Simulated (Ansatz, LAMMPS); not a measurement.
# Settings and their price: amorphous 32Ga2O3-68GeO2 (mol %) (69 atoms)

Density of this cell: 4.99 g/cm³. The cell holds 69 atoms: 12 Ga, 13 Ge and 44 O. Cell: a = 9.383 Å, b = 9.383 Å, c = 9.383 Å, α = 90.0°, β = 90.0°, γ = 90.0°. 69 atoms (12 Fe, 13 Ge, 44 O) placed at random at 4.74 g/cm³, melted at 5000 K for 10 ps at fixed volume with the Morse and Coulomb pair potential with partial charges (Pedone, Malavasi, Menziani, Cormack and Segre, J. Phys. Chem. B 110, 11780 (2006)). Quenched from 5000 K to 300 K at 20 K/ps and fixed volume, held 5 ps, then minimised at fixed cell. Then Fe was replaced by Ga and the cell scaled by 1.006 (the potential has no terms for the new elements, so the cell is a start for a DFT relaxation).

Geometry: as built.

Reference run: Kohn-Sham DFT, PBE, PAW (set soft_2), plane waves (Ansatz 0.2.0), cutoff 750 eV, Γ point, gaussian smearing of 0.05 eV.

```
r.m.s. force component                           : 0.849 eV/Å
gap (highest filled to lowest empty level) : 0.7781 eV
SCF cycles                                       : 10
time                                             : 24 s on 4 threads of Arm Neoverse V1, shared host
```

Q: Estimate how much each variant changes the results, and its time and memory.
- support functions medium
- support functions low
- support functions high
- support functions medium, radius 3.46 Å
- support functions medium, radius 3.74 Å
- support functions medium, radius 3.99 Å
- support functions medium, radius 4.28 Å
- support functions medium, radius 4.81 Å
- support functions medium, radius 5.35 Å

Differences are against the run with plane waves at 750 eV (Kohn-Sham DFT, PBE, PAW (set soft_2), plane waves), whose r.m.s. force component is 0.849 eV/Å. Energies are set beside the reference only for runs with its functional, potentials and electron count. Times are for 4 threads of Arm Neoverse V1, shared host.

| run | Δ force, r.m.s. (meV/Å) | share of r.m.s. force (%) | Δ energy (meV/atom) | Δ gap (eV) | cycles | time | host memory (GiB) |
| --- | --- | --- | --- | --- | --- | --- | --- |
| reference | - | - | - | - | 10 | 24 s | 2.3 |
| support functions medium | 2.39 | 0.282 | -1.40 | -2.0e-4 | 14 | 1.8 min | 3.2 |
| support functions low | 2.39 | 0.282 | -1.40 | -4.0e-4 | 12 | 94 s | 3.1 |
| support functions high | 2.60 | 0.306 | -1.56 | 2.0e-4 | 19 | 16 min | 13 |
| support functions medium, radius 3.46 Å | 2.37 | 0.280 | -1.40 | -3.0e-4 | 14 | 95 s | 3.0 |
| support functions medium, radius 3.74 Å | 2.43 | 0.286 | -1.40 | -3.0e-4 | 14 | 1.9 min | 3.4 |
| support functions medium, radius 3.99 Å | 2.45 | 0.288 | -1.40 | -1.0e-4 | 14 | 2.4 min | 3.9 |
| support functions medium, radius 4.28 Å | 2.48 | 0.292 | -1.40 | -1.0e-4 | 14 | 3.1 min | 4.5 |
| support functions medium, radius 4.81 Å | 2.49 | 0.294 | -1.40 | -1.0e-4 | 14 | 5.4 min | 5.7 |
| support functions medium, radius 5.35 Å | 2.51 | 0.295 | -1.40 | -1.0e-4 | 14 | 8.8 min | 7.2 |

Among numerical settings the force difference runs from 2.4 meV/Å (support functions medium, radius 3.46 Å) to 2.6 meV/Å (support functions high). At 69 atoms the fastest of the runs at a preset level, support functions low, takes 4.0 times the time of plane waves, in 12 SCF cycles against 10. Differences between support functions and plane waves include what basis error the plane-wave run still has. As the radius goes from 3.46 to 5.35 Å, the force difference goes from 2.4 to 2.5 meV/Å, and the time from 95 s to 8.8 min. 

[Logs are printed without paths, hosts, clocks, repeated set-up lines and the standing remarks that a program may print on its own settings, such as how far it seeks lower states.]

[Hosts, paths, dates, database ids (printed as entryN), source tags and the programs' standing remarks are cut or masked in the printed files.]
